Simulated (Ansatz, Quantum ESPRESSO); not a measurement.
# Mode couplings of CoSi2 (Fm-3m) in a second program, part 2 of 2

Each step names its level of theory.

So far. Step 2 (Relaxing cell and atoms): The largest force is now zero by symmetry and the largest stress component 0.0019 GPa. Step 3 (Ground state with pw.x): With these potentials, mesh and smearing the cell is at -0.13 GPa. The relaxed cell has a = 5.360 Å (conventional setting).

## (4) Second program, linear response: Fermi–Dirac smearing of 0.1 eV

Level of this step: DFT PBE, scalar-relativistic, plane waves, GBRV ultrasoft pseudopotentials (Quantum ESPRESSO).

ph.x gives each mode's frequency and linewidth; λ of a mode follows from Gaussian double-delta sums over the k mesh, here at four widths.

Input file ph.in:

```
phonons and couplings
&INPUTPH
  prefix          = 'x'
  outdir          = './tmp'
  tr2_ph          = 1.0d-15
  fildyn          = 'x.dyn'
  fildvscf        = 'dvscf'
  ldisp           = .true.
  nq1             = 2
  nq2             = 2
  nq3             = 2
  electron_phonon = 'simple'
  el_ph_ngauss    = 0
  el_ph_sigma     = 0.00734986
  el_ph_nsigma    = 4
  alpha_mix(1)    = 0.5
  amass(1)        = 58.9332
  amass(2)        = 28.085
/
```

Run with:

```console
OMP_NUM_THREADS=1 mpirun -n 8 ph.x -nk 8 -in ph.in > ph.x.log
```

The log of the run:

```text
[banner, memory and clock lines left out]
Program PHONON v.7.5

     ./tmp/x.save/

     IMPORTANT: XC functional enforced from input :
     Exchange-correlation= PBE
                           (   1   4   3   4   0   0   0)
     Any further DFT definition will be discarded
     Please, verify this is what you really want

     G-vector sticks info

     Check: negative core charge=   -0.000011
     Reading collected, re-writing distributed wavefunctions in ./tmp/

     Dynamical matrices for ( 2, 2, 2)  uniform grid of q-points
     (   3 q-points):
       N         xq(1)         xq(2)         xq(3)
       1   0.000000000   0.000000000   0.000000000
       2  -0.353553391  -0.353553391   0.353553391
       3  -0.707106781   0.000000000   0.000000000

     Number and degeneracy of irreps per q-point
       N         xq(1)         xq(2)         xq(3)   N irreps
       1   0.000000000   0.000000000   0.000000000       3
        3   3   3
       2  -0.353553391  -0.353553391   0.353553391       6
        1   2   1   1   2   2
       3  -0.707106781   0.000000000   0.000000000       6
        1   2   1   1   2   2

     Saving dvscf to file. Distribute only q points, not irreducible representations.

     Calculation of q =    0.0000000   0.0000000   0.0000000

     phonons and couplings

     bravais-lattice index     =            0
     lattice parameter (alat)  =       7.1618  a.u.
     unit-cell volume          =     259.7438 (a.u.)^3
     number of atoms/cell      =            3
     number of atomic types    =            2
     kinetic-energy cut-off    =      52.0000  Ry
     charge density cut-off    =     416.0000  Ry
     convergence threshold     =      1.0E-15
     beta                      =       0.5000
     number of iterations used =            4
     Exchange-correlation= PBE
                           (   1   4   3   4   0   0   0)

     celldm(1)=    7.16177  celldm(2)=    0.00000  celldm(3)=    0.00000
     celldm(4)=    0.00000  celldm(5)=    0.00000  celldm(6)=    0.00000

     crystal axes: (cart. coord. in units of alat)
               a(1) = (  0.0000  0.7071  0.7071 )
               a(2) = (  0.7071  0.0000  0.7071 )
               a(3) = (  0.7071  0.7071  0.0000 )

     reciprocal axes: (cart. coord. in units 2 pi/alat)
               b(1) = ( -0.7071  0.7071  0.7071 )
               b(2) = (  0.7071 -0.7071  0.7071 )
               b(3) = (  0.7071  0.7071 -0.7071 )

     Atoms inside the unit cell:

     Cartesian axes

     site n.  atom      mass           positions (alat units)
        1  Co     58.9332   tau(    1) = (    0.00000    0.00000    0.00000  )
        2  Si     28.0850   tau(    2) = (    0.35355    0.35355    0.35355  )
        3  Si     28.0850   tau(    3) = (    1.06066    1.06066    1.06066  )

     Computing dynamical matrix for
                    q = (   0.0000000   0.0000000   0.0000000 )

     49 Sym.Ops. (with q -> -q+G )

     G cutoff =  540.4727  (  37309 G-vectors)     FFT grid: ( 48, 48, 48)
     G cutoff =  270.2363  (  13323 G-vectors)  smooth grid: ( 36, 36, 36)

     number of k points=    47  Fermi-Dirac smearing, width (Ry)=  0.0073

     PseudoPot. # 1 for Co read from file:
     ./pseudo/Co.upf
     Pseudo is Ultrasoft + core correction, Zval = 17.0
     Using radial grid of  863 points,  6 beta functions with:
                l(1) =   0
                l(2) =   0
                l(3) =   1
                l(4) =   1
                l(5) =   2
                l(6) =   2
     Q(r) pseudized with  8 coefficients,  rinner =    1.200   1.200   1.200
                                                       1.200   1.200

     PseudoPot. # 2 for Si read from file:
     ./pseudo/Si.upf
     Pseudo is Ultrasoft + core correction, Zval =  4.0
     Using radial grid of  899 points,  6 beta functions with:
                l(1) =   0
                l(2) =   0
                l(3) =   1
                l(4) =   1
                l(5) =   2
                l(6) =   2
     Q(r) pseudized with  8 coefficients,  rinner =    0.900   0.900   0.900
                                                       0.900   0.900

     Mode symmetry, O_h (m-3m)  point group:

     Atomic displacements:
     There are    3 irreducible representations

     Representation     1      3 modes -  To be done

     Representation     2      3 modes -  To be done

     Representation     3      3 modes -  To be done

     Alpha used in Ewald sum =   2.8000

     Representation #   1 modes #   1   2   3

     Self-consistent Calculation

     Pert. #  1: Fermi energy shift (Ry) =     1.1599E-18     2.7742E-41
     Pert. #  2: Fermi energy shift (Ry) =    -2.1684E-18    -3.6352E-41
     Pert. #  3: Fermi energy shift (Ry) =     1.7347E-18    -3.8265E-42

      thresh= 1.000E-02 alpha_mix =  0.500 |ddv_scf|^2 =  2.473E-08

     Pert. #  1: Fermi energy shift (Ry) =     9.3936E-19     7.1746E-43
     Pert. #  2: Fermi energy shift (Ry) =    -1.0300E-18     1.0140E-40
     Pert. #  3: Fermi energy shift (Ry) =     3.6140E-19    -3.8265E-41

      thresh= 1.573E-05 alpha_mix =  0.500 |ddv_scf|^2 =  1.048E-09

     Pert. #  1: Fermi energy shift (Ry) =     8.6821E-19     1.7727E-41
     Pert. #  2: Fermi energy shift (Ry) =    -1.2017E-18    -2.2720E-41
     Pert. #  3: Fermi energy shift (Ry) =     2.8912E-19     1.3393E-41

      thresh= 3.237E-06 alpha_mix =  0.500 |ddv_scf|^2 =  1.816E-10

     Pert. #  1: Fermi energy shift (Ry) =     3.9105E-19     5.7098E-42
     Pert. #  2: Fermi energy shift (Ry) =    -1.0390E-18    -1.1240E-41
     Pert. #  3: Fermi energy shift (Ry) =     1.0842E-19     7.6530E-42

      thresh= 1.347E-06 alpha_mix =  0.500 |ddv_scf|^2 =  2.081E-13

     Pert. #  1: Fermi energy shift (Ry) =     5.5876E-19     1.7049E-44
     Pert. #  2: Fermi energy shift (Ry) =    -1.0210E-18    -1.8684E-44
     Pert. #  3: Fermi energy shift (Ry) =     4.6982E-19     3.7368E-45

      thresh= 4.562E-08 alpha_mix =  0.500 |ddv_scf|^2 =  5.625E-15

     Pert. #  1: Fermi energy shift (Ry) =     1.1579E-18     2.4756E-44
[...]
thresh= 7.500E-09 alpha_mix =  0.500 |ddv_scf|^2 =  3.467E-17

     End of self-consistent calculation

     Convergence has been achieved

     Representation #   2 modes #   4   5   6

     Self-consistent Calculation

[...]
thresh= 1.000E-02 alpha_mix =  0.500 |ddv_scf|^2 =  5.765E-09

[...]
thresh= 7.593E-06 alpha_mix =  0.500 |ddv_scf|^2 =  8.745E-10

[...]
thresh= 2.957E-06 alpha_mix =  0.500 |ddv_scf|^2 =  9.156E-11

[...]
thresh= 9.569E-07 alpha_mix =  0.500 |ddv_scf|^2 =  4.402E-13

[...]
Dense  grid:    37309 G-vectors     FFT dimensions: (  48,  48,  48)

     Smooth grid:    13323 G-vectors     FFT dimensions: (  36,  36,  36)

     Check: negative core charge=   -0.000011

     The potential is recalculated from file :
     ./tmp/_ph0/x.q_3/x.save/charge-density

     Starting wfcs are   21 atomic +    3 random wfcs

     Band Structure Calculation
     Davidson diagonalization with overlap

     ethr =  4.00E-11,  avg # of iterations = 19.6

     End of band structure calculation

     Number of k-points >= 100: set verbosity='high' to print the bands.

     the Fermi energy is    12.7664 ev

     Writing config to output data dir ./tmp/_ph0/x.q_3/x.save/ :
     XML data file

     phonons and couplings

     bravais-lattice index     =            0
     lattice parameter (alat)  =       7.1618  a.u.
     unit-cell volume          =     259.7438 (a.u.)^3
     number of atoms/cell      =            3
     number of atomic types    =            2
     kinetic-energy cut-off    =      52.0000  Ry
     charge density cut-off    =     416.0000  Ry
     convergence threshold     =      1.0E-15
     beta                      =       0.5000
     number of iterations used =            4
     Exchange-correlation= PBE
                           (   1   4   3   4   0   0   0)

     celldm(1)=    7.16177  celldm(2)=    0.00000  celldm(3)=    0.00000
     celldm(4)=    0.00000  celldm(5)=    0.00000  celldm(6)=    0.00000

     crystal axes: (cart. coord. in units of alat)
               a(1) = (  0.0000  0.7071  0.7071 )
               a(2) = (  0.7071  0.0000  0.7071 )
               a(3) = (  0.7071  0.7071  0.0000 )

     reciprocal axes: (cart. coord. in units 2 pi/alat)
               b(1) = ( -0.7071  0.7071  0.7071 )
               b(2) = (  0.7071 -0.7071  0.7071 )
               b(3) = (  0.7071  0.7071 -0.7071 )

     Atoms inside the unit cell:

     Cartesian axes

     site n.  atom      mass           positions (alat units)
        1  Co     58.9332   tau(    1) = (    0.00000    0.00000    0.00000  )
        2  Si     28.0850   tau(    2) = (    0.35355    0.35355    0.35355  )
        3  Si     28.0850   tau(    3) = (    1.06066    1.06066    1.06066  )

     Computing dynamical matrix for
                    q = (  -0.7071068   0.0000000   0.0000000 )

     17 Sym.Ops. (with q -> -q+G )

     G cutoff =  540.4727  (  37309 G-vectors)     FFT grid: ( 48, 48, 48)
     G cutoff =  270.2363  (  13323 G-vectors)  smooth grid: ( 36, 36, 36)

     number of k points=   204  Fermi-Dirac smearing, width (Ry)=  0.0073

     PseudoPot. # 1 for Co read from file:
     ./pseudo/Co.upf
     Pseudo is Ultrasoft + core correction, Zval = 17.0
     Using radial grid of  863 points,  6 beta functions with:
[...]
l(5) =   2
                l(6) =   2
     Q(r) pseudized with  8 coefficients,  rinner =    1.200   1.200   1.200
                                                       1.200   1.200

     PseudoPot. # 2 for Si read from file:
     ./pseudo/Si.upf
     Pseudo is Ultrasoft + core correction, Zval =  4.0
     Using radial grid of  899 points,  6 beta functions with:
                l(1) =   0
                l(2) =   0
                l(3) =   1
                l(4) =   1
                l(5) =   2
                l(6) =   2
     Q(r) pseudized with  8 coefficients,  rinner =    0.900   0.900   0.900
                                                       0.900   0.900

     Mode symmetry, D_4h(4/mmm) point group:

     Atomic displacements:
     There are    6 irreducible representations

     Representation     1      1 modes -  To be done

     Representation     2      2 modes -  To be done

     Representation     3      1 modes -  To be done

     Representation     4      1 modes -  To be done

     Representation     5      2 modes -  To be done

     Representation     6      2 modes -  To be done

     Alpha used in Ewald sum =   2.8000

     Representation #   1 mode #   1

     Self-consistent Calculation

[...]
End of self-consistent calculation

     Convergence has been achieved

     Representation #   2 modes #   2   3

     Self-consistent Calculation

[...]
End of self-consistent calculation

     Convergence has been achieved

     Representation #   3 mode #   4

     Self-consistent Calculation

[...]
End of self-consistent calculation

     Convergence has been achieved

     Representation #   4 mode #   5

     Self-consistent Calculation

[...]
End of self-consistent calculation

     Convergence has been achieved

     Representation #   5 modes #   6   7

     Self-consistent Calculation

[...]
End of self-consistent calculation

     Convergence has been achieved

     Representation #   6 modes #   8   9

     Self-consistent Calculation

      thresh= 1.000E-02 alpha_mix =  0.500 |ddv_scf|^2 =  2.223E-05

      thresh= 4.715E-04 alpha_mix =  0.500 |ddv_scf|^2 =  1.135E-06

      thresh= 1.065E-04 alpha_mix =  0.500 |ddv_scf|^2 =  4.828E-08

      thresh= 2.197E-05 alpha_mix =  0.500 |ddv_scf|^2 =  2.270E-10

      thresh= 1.507E-06 alpha_mix =  0.500 |ddv_scf|^2 =  1.851E-12

      thresh= 1.361E-07 alpha_mix =  0.500 |ddv_scf|^2 =  2.402E-13

      thresh= 4.901E-08 alpha_mix =  0.500 |ddv_scf|^2 =  1.856E-15

      thresh= 4.308E-09 alpha_mix =  0.500 |ddv_scf|^2 =  3.877E-17

     End of self-consistent calculation

     Convergence has been achieved

     Number of q in the star =    3
     List of q in the star:
          1  -0.707106781  -0.000000000   0.000000000
          2   0.000000000  -0.000000000  -0.707106781
          3  -0.000000000  -0.707106781   0.000000000

     Diagonalizing the dynamical matrix

     q = (   -0.707106781   0.000000000   0.000000000 )

 **************************************************************************
[...]
freq (    2) =       5.422224 [THz] =     180.865929 [cm-1]
     freq (    3) =       7.744557 [THz] =     258.330601 [cm-1]
     freq (    4) =       8.051407 [THz] =     268.566029 [cm-1]
     freq (    5) =       8.051407 [THz] =     268.566029 [cm-1]
     freq (    6) =       8.481529 [THz] =     282.913362 [cm-1]
     freq (    7) =      11.048638 [THz] =     368.542900 [cm-1]
     freq (    8) =      11.249619 [THz] =     375.246898 [cm-1]
     freq (    9) =      11.249619 [THz] =     375.246898 [cm-1]
 **************************************************************************

     Mode symmetry, D_4h(4/mmm) point group:

     freq (   1-   2) =        180.9  [cm-1]   --> E_u  X_5' M_5'
     freq (   3-   3) =        258.3  [cm-1]   --> B_1u X_2' M_2'
     freq (   4-   5) =        268.6  [cm-1]   --> E_g  X_5  M_5
     freq (   6-   6) =        282.9  [cm-1]   --> A_2u X_4' M_4'
     freq (   7-   7) =        368.5  [cm-1]   --> A_1g X_1  M_1
     freq (   8-   9) =        375.2  [cm-1]   --> E_u  X_5' M_5'

     Gaussian Broadening:   0.007 Ry, ngauss=   0
     DOS =  5.134999 states/spin/Ry/Unit Cell at Ef= 12.748757 eV
     double delta at Ef =106.915586
[...]
Gaussian Broadening:   0.015 Ry, ngauss=   0
     DOS =  6.970067 states/spin/Ry/Unit Cell at Ef= 12.759775 eV
     double delta at Ef =109.998073
[...]
Gaussian Broadening:   0.022 Ry, ngauss=   0
     DOS =  7.315263 states/spin/Ry/Unit Cell at Ef= 12.771155 eV
     double delta at Ef =113.484916
[...]
Gaussian Broadening:   0.029 Ry, ngauss=   0
     DOS =  7.396993 states/spin/Ry/Unit Cell at Ef= 12.790704 eV
     double delta at Ef =114.590005
[...]
lambda(    2)=  0.0305   gamma=    6.34 GHz
     lambda(    3)=  0.0192   gamma=    8.13 GHz
     lambda(    4)=  0.0039   gamma=    1.80 GHz
     lambda(    5)=  0.0039   gamma=    1.80 GHz
     lambda(    6)=  0.0426   gamma=   21.64 GHz
     lambda(    7)=  0.1334   gamma=  115.02 GHz
     lambda(    8)=  0.0139   gamma=   12.46 GHz
     lambda(    9)=  0.0139   gamma=   12.46 GHz
```

The job ended after 9.4 min (8 MPI ranks of Arm Neoverse V2, shared host).

This step gave:

```yaml
highest_frequency_solved_or_plainly_interpolated: 375.2 cm⁻¹
omega_log_against_width: 33.45, 34.91, 34.26, 33.25 meV, at widths 0.1 to 0.4 eV
```

As ph.x prints them, no sum rule imposed; at the zone centre the sum is no linewidth. Double-delta sums:

```tsv
q1	q2	q3	star	mode	omega (meV)	lambda_q, sigma 0.1 eV	lambda_q, sigma 0.2 eV	lambda_q, sigma 0.3 eV	lambda_q, sigma 0.4 eV	half width at sigma 0.2 (meV)
0	0	0	1	1	-1.206	0	0	0	0	4.14e-5
0	0	0	1	2	-1.206	0	0	0	0	4.14e-5
0	0	0	1	3	-1.206	0	0	0	0	4.14e-5
0	0	0	1	4	40.36	0.7185	0.3804	0.2725	0.2081	0.9975
0	0	0	1	5	40.36	0.7185	0.3804	0.2725	0.2081	0.9975
0	0	0	1	6	40.36	0.7185	0.3804	0.2725	0.2081	0.9975
0	0	0	1	7	41.11	0	3.00e-4	9.00e-4	0.0011	9.10e-4
0	0	0	1	8	41.11	0	3.00e-4	9.00e-4	0.0011	9.10e-4
0	0	0	1	9	41.11	0	3.00e-4	9.00e-4	0.0011	9.10e-4
0	0	-0.5	4	1	13.89	0.0026	0.0189	0.0256	0.0325	0.005873
0	0	-0.5	4	2	13.89	0.0026	0.0189	0.0256	0.0325	0.005873
0	0	-0.5	4	3	36.78	7.00e-4	0.0033	0.004	0.0048	0.007279
0	0	-0.5	4	4	38.29	0.0065	0.033	0.036	0.036	0.07783
0	0	-0.5	4	5	38.29	0.0065	0.033	0.036	0.036	0.07783
0	0	-0.5	4	6	41.8	8.00e-4	0.0038	0.0044	0.0045	0.01079
0	0	-0.5	4	7	43.2	0.0136	0.0642	0.0667	0.0654	0.1927
0	0	-0.5	4	8	43.94	0.003	0.0113	0.0106	0.0106	0.03499
0	0	-0.5	4	9	43.94	0.003	0.0113	0.0106	0.0106	0.03499
0	-0.5	-0.5	3	1	22.42	0.099	0.0472	0.0354	0.0305	0.03825
0	-0.5	-0.5	3	2	22.42	0.099	0.0472	0.0354	0.0305	0.03825
0	-0.5	-0.5	3	3	32.03	0.0097	0.0214	0.0205	0.0192	0.03528
0	-0.5	-0.5	3	4	33.3	0	6.00e-4	0.0022	0.0039	0.001034
0	-0.5	-0.5	3	5	33.3	0	6.00e-4	0.0022	0.0039	0.001034
0	-0.5	-0.5	3	6	35.08	0.0226	0.0508	0.0474	0.0426	0.1005
0	-0.5	-0.5	3	7	45.69	0.1871	0.1776	0.1505	0.1334	0.5969
0	-0.5	-0.5	3	8	46.52	0.0255	0.0133	0.0143	0.0139	0.04644
0	-0.5	-0.5	3	9	46.52	0.0255	0.0133	0.0143	0.0139	0.04644
```

Mean over the q mesh without its centre; few wavevectors enter, so none of the widths can be taken as converged. Table of coupling constant λ, lambda by Gaussian width:

```tsv
Gaussian width (eV)	coupling constant λ, lambda
0.100	0.223
0.200	0.272
0.300	0.264
0.400	0.258
```

λ runs from 0.223 at 0.1 eV to 0.258 at 0.4 eV.

## (5) Outcome

```json
{
  "phonon run of the rows without a label of their own": "PBE, q 2×2×2, k 10×10×10",
  "coupling λ by Gaussian sums at 0.2 eV, Quantum ESPRESSO, GBRV, cutoff 707 eV, q 2×2×2, k 10×10×10": "0.272"
}
```

In words: Under gradient-corrected functionals ph.x can misplace modes where the density is low; no frozen-phonon run checks these frequencies. In the last run that gave them, λ from the Gaussian sums still varies by a factor of 1.2 between widths of 0.1 and 0.4 eV; these sums hold few wavevectors and leave out the zone centre. The phonon runs are not spin-polarised.

[Logs are printed without paths, hosts, clocks, repeated set-up lines and the standing remarks that a program may print on its own settings, such as how far it seeks lower states.]

[Hosts, paths, dates, database ids (printed as entryN), source tags and the programs' standing remarks are cut or masked in the printed files.]
